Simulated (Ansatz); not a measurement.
# How many bands does the GW gap of GaCuCCl4O (P-1) need?, part 2 of 2

How do accuracy and time trade against each other in G0W0 on GaCuCCl4O (P-1)?

Ansatz 0.2.0; G0W0 on PBE, plane waves, PAW; PAW set soft_1. Known limits of the many-body steps: not at the basis limit; d shell near the gap, gap tends to lie low; no spin-orbit coupling; coarse k mesh.

So far. Step 4 (887 empty bands, screening to 100 eV): Against the run with 2×2×2 mesh, 412 empty bands, screening to 60 eV, PAW set soft_1 files, the gap moves by −0.40 eV.

In doubt: one-shot GW on d or f shells is unsure (steps 2, 3, 4, 5, 6), so the values of those runs are not to be relied on.

## Step 5: Changing the frequency model: 2×2×2 mesh, 412 empty bands, screening to 60 eV, plasmon pole, PAW set soft_1 files

A plasmon pole stands in for the full frequency dependence of the screening; this run shows what that costs in accuracy. Bands and cutoff differ from the step before, so it is read against an earlier run that matches them.

The input, input.yaml:

```yaml
crystal:
  lattice:
    - [6.8769, 0.0, 0.0]
    - [0.522228115, 6.9960358808, 0.0]
    - [3.0741926905, 1.1449101349, 8.1219214749]
  atoms:
    - { symbol: Ga, position: [0.2081665666, 0.7574132111, 0.7643240985] }
    - { symbol: Ga, position: [0.7918334334, 0.2425867889, 0.2356759015] }
    - { symbol: Cu, position: [0.022745104, 0.7338024064, 0.2203571138] }
    - { symbol: Cu, position: [0.977254896, 0.2661975936, 0.7796428862] }
    - { symbol: C, position: [0.2827240723, 0.7757339647, 0.2143510568] }
    - { symbol: C, position: [0.7172759277, 0.2242660353, 0.7856489432] }
    - { symbol: Cl, position: [0.9210642142, 0.756937292, 0.9889027727] }
    - { symbol: Cl, position: [0.0789357858, 0.243062708, 0.0110972273] }
    - { symbol: Cl, position: [0.7852164132, 0.9565929156, 0.3873724251] }
    - { symbol: Cl, position: [0.2147835868, 0.0434070844, 0.6126275749] }
    - { symbol: Cl, position: [0.8424017929, 0.4560128272, 0.3819958627] }
    - { symbol: Cl, position: [0.1575982071, 0.5439871728, 0.6180041373] }
    - { symbol: Cl, position: [0.4876463372, 0.6931938752, 0.8219630673] }
    - { symbol: Cl, position: [0.5123536628, 0.3068061248, 0.1780369327] }
    - { symbol: O, position: [0.4396928157, 0.8115366937, 0.2184202269] }
    - { symbol: O, position: [0.5603071843, 0.1884633063, 0.7815797731] }
kpoints:
  mp_grid: { grid: [2, 2, 2] }
hamiltonian:
  xc: pbe
  pseudopotentials: { kind: paw, azcp: { folder: soft_1 } }
scf:
  occupations: { method: fixed }
gw:
  n_empty_bands: 412
  ecut_chi: 60
  qp_bands: [v4, c4]
  qp_kpoints: band_edges
  screening: { model: godby_needs }
```

The run is started by

```sh
$ ansatz run input.yaml --threads 2 --pin off --max-ram 73728MiB --backend cuda --events-out ev --progress --plain --runs-dir out --devices 1 --max-vram 13GiB
```

Numbers of over 12 decimals in the logs are rounded to 6 here.

The program printed:

```text
GPUs: using 1 of 1 available (devices: 1).
[...]
GPU FFT provider: cuFFT
GPU libraries: cuBLAS 13.8.2, cuFFT 12.4.0, cuSOLVER 12.3.4
Crystal: 16 atoms, lattice volume = 390.754 Å³
Basis set: ecut = 420 eV, 7629 PW (Γ)
Bands: 86, of which v1, the nominal top of the filled ones, is band 70 counted from 1 (69 counted from 0)
Symmetry: 2 space group operations
[...]
k-points: 8
[...]
0    74      5.4934   -11.9792    -3.3098   -17.4626  0.8020     7.6932     7.6670  root
[...]
7    71      5.3859   -11.9643    -3.2608   -17.2826  0.8069     7.4689     7.4434  root
     7    72      5.4080   -11.7726    -3.2262   -17.0512  0.8077     7.4807     7.4604  root
     7    73      5.4275   -11.7639    -3.2397   -17.0875  0.8053     7.5380     7.5114  root
     7    74      5.5228   -12.2373    -3.2729   -17.6220  0.8042     7.6598     7.6346  root
[key lines of the parts left out:]
SCF converged after 15 iterations
Free energy (F): -31098.115221 eV
Fermi energy:    1.715285 eV
```

The job ended after 25 s (1 × NVIDIA H100 80GB HBM3 (shared by 6 runs) with 2 threads of AMD EPYC 7R13 (Zen 3), shared host; peak memory 2 GiB).

Numbers from this step:

- bands summed: 482
- plasmon-pole fit frequency: 22.23 eV
- RPA ε∞ on this mesh (eigenvalues): 2.590, 2.728, 2.897
- plane waves in the screening matrix: 421
- G0W0 gap on the mesh: 6.057 eV
- k of the valence top: 0, -0.5, 0
- k of the conduction bottom: 0, 0, 0
- starting gap on the mesh: 3.151 eV
- least direct G0W0 gap on the computed points: 6.069 eV

Against the run with 2×2×2 mesh, 412 empty bands, screening to 60 eV, PAW set soft_1 files, the gap moves by +0.11 eV.

## Step 6: Changing the files: 2×2×2 mesh, 412 empty bands, screening to 60 eV, hard PAW files

Other atomic data (hard PAW) test the pseudisation: the cutoff goes from 420 to 1020 eV and the valence electrons from 140 to 156, which opens shells that were frozen.

This step: G0W0 on PBE, plane waves, PAW.

Edit input.yaml of step 5 so:

```diff
@@ -26,3 +26,3 @@
   xc: pbe
-  pseudopotentials: { kind: paw, azcp: { folder: soft_1 } }
+  pseudopotentials: { kind: paw, source: ansatz }
 scf:
@@ -34,2 +34,2 @@
   qp_kpoints: band_edges
-  screening: { model: godby_needs }
+  screening: { model: contour_deformation }
```

The program printed:

```text
GPUs: using 1 of 1 available (devices: 1).
[...]
GPU FFT provider: cuFFT
GPU libraries: cuBLAS 13.8.2, cuFFT 12.4.0, cuSOLVER 12.3.4
Crystal: 16 atoms, lattice volume = 390.754 Å³
Basis set: ecut = 1020 eV, 28893 PW (Γ)
Bands: 94, of which v1, the nominal top of the filled ones, is band 78 counted from 1 (77 counted from 0)
Symmetry: 2 space group operations
[...]
k-points: 8
[...]
0    82      5.7493   -11.9593    -3.4704   -17.4305  0.7726     7.8486     7.7500  root
[...]
7    79      5.6398   -11.9400    -3.3900   -17.2401  0.7813     7.6304     7.5499  root
     7    80      5.6617   -11.7442    -3.3610   -17.0173  0.7810     7.6557     7.5739  root
     7    81      5.6821   -11.7399    -3.3771   -17.0499  0.7780     7.7027     7.6150  root
     7    82      5.7779   -12.2085    -3.4209   -17.5816  0.7764     7.8182     7.7301  root
[key lines of the parts left out:]
SCF converged after 13 iterations
Free energy (F): -40358.759548 eV
Fermi energy:    1.960966 eV
```

The job ended after 49 s (1 × NVIDIA H100 80GB HBM3 (shared by 6 runs) with 2 threads; peak memory 3.9 GiB).

Numbers from this step:

```
bands summed                                 : 490
RPA ε∞ on this mesh (eigenvalues)            : 2.590, 2.727, 2.895
plane waves in the screening matrix          : 421
G0W0 gap on the mesh                         : 5.957 eV
k of the valence top                         : 0, -0.5, 0
k of the conduction bottom                   : 0, 0, 0
starting gap on the mesh                     : 3.152 eV
least direct G0W0 gap on the computed points : 5.970 eV
```

Against the run with 2×2×2 mesh, 412 empty bands, screening to 60 eV, PAW set soft_1 files, the gap moves by +0.012 eV.

## Step 7: The runs together

Times are wall times on 1 × NVIDIA H100 80GB HBM3 (shared by 6 runs) with 2 threads of AMD EPYC 7R13 (Zen 3), shared host, good to a factor of about two.

| mesh | files | frequency | bands summed | cutoff (eV) | start (eV) | G0W0 (eV) | time | host memory (GiB) |
| --- | --- | --- | --- | --- | --- | --- | --- | --- |
| 2×2×2 | PAW set soft_1 | contour deformation | 215 | 30 | 3.151 | 6.844 | 11 s | 1.5 |
| 2×2×2 | PAW set soft_1 | contour deformation | 482 | 60 | 3.151 | 5.946 | 26 s | 2.0 |
| 2×2×2 | PAW set soft_1 | contour deformation | 957 | 100 | 3.151 | 5.545 | 53 s | 3.2 |
| 2×2×2 | PAW set soft_1 | plasmon pole | 482 | 60 | 3.151 | 6.057 | 25 s | 2.0 |
| 2×2×2 | hard PAW | contour deformation | 490 | 60 | 3.152 | 5.957 | 49 s | 3.9 |

How the two edges are built up, in eV (the quasiparticle level is the starting level plus Σx plus Σc less Vxc):

| run | edge | start | Σx | Σc | Vxc | Z | QP |
| --- | --- | --- | --- | --- | --- | --- | --- |
| 215 bands | valence top | 1.72 | -38.89 | 5.85 | -31.12 | 0.74 | -0.20 |
| 215 bands | conduction bottom | 4.87 | -10.75 | -2.89 | -15.42 | 0.82 | 6.64 |
| 482 bands | valence top | 1.72 | -38.89 | 6.44 | -31.12 | 0.72 | 0.39 |
| 482 bands | conduction bottom | 4.87 | -10.75 | -3.20 | -15.42 | 0.81 | 6.33 |
| 957 bands | valence top | 1.72 | -38.89 | 6.62 | -31.12 | 0.71 | 0.57 |
| 957 bands | conduction bottom | 4.87 | -10.75 | -3.42 | -15.42 | 0.81 | 6.11 |

## Step 8: What came out

| Quantity | Value |
| --- | --- |
| 215 bands, 30 eV | 6.844 eV |
| 482 bands, 60 eV | 5.946 eV |
| 957 bands, 100 eV | 5.545 eV |
| estimated limit in bands and cutoff | 5.14 eV |
| mesh and start | 2×2×2, PBE |

A line in one over the bands through the two highest rungs gives 5.14 eV, −0.41 eV from the top rung; the pair below gives 5.22 eV, so the estimate is still falling. The rungs stand 1.70 eV (215 bands), 0.81 eV (482 bands) and 0.41 eV (957 bands) from it. From 215 to 957 bands the gap moves by −1.30 eV while the time grows 4.8-fold. Σc changes by +0.77 eV at the valence top and −0.53 eV at the conduction bottom, so both edges matter. The plasmon-pole model gives +0.11 eV against contour deformation, 4 % of the correction, and saved no time in this program. Hard PAW files move the gap by +0.01 eV at equal bands and cutoff, +0.001 eV of it in the start. The 2×2×2 mesh is coarse for this cell (its supercell is 14 Å along the shortest edge). The RPA ε∞ on it, from the PBE start, is 2.59, 2.72 and 2.89; such meshes misread the long-range screening, most where the gap is narrow. A d shell, filled or nearly so, lies near the gap. One-shot GW converges very slowly in bands there, not always from below, and on a semilocal start the gap tends to come out low; starts rich in exact exchange can overshoot instead. The many-body steps are scalar-relativistic: spin-orbit coupling is not in them.

[Paths, hosts, dates, memory and timing lines, banners, echoed tables and standing remarks are left out of the program output.]

[Logs are printed without paths, hosts, clocks, repeated set-up lines and the standing remarks that a program may print on its own settings, such as how far it seeks lower states.]

[Runs of the session that timed out or met a known fault of the program may be left out.]

[Cells called generated may have been cut or substituted from an entry of the Crystallography Open Database or the Materials Project.]

[Hosts, paths, dates, database ids (printed as entryN), source tags and the programs' standing remarks are cut or masked in the printed files.]
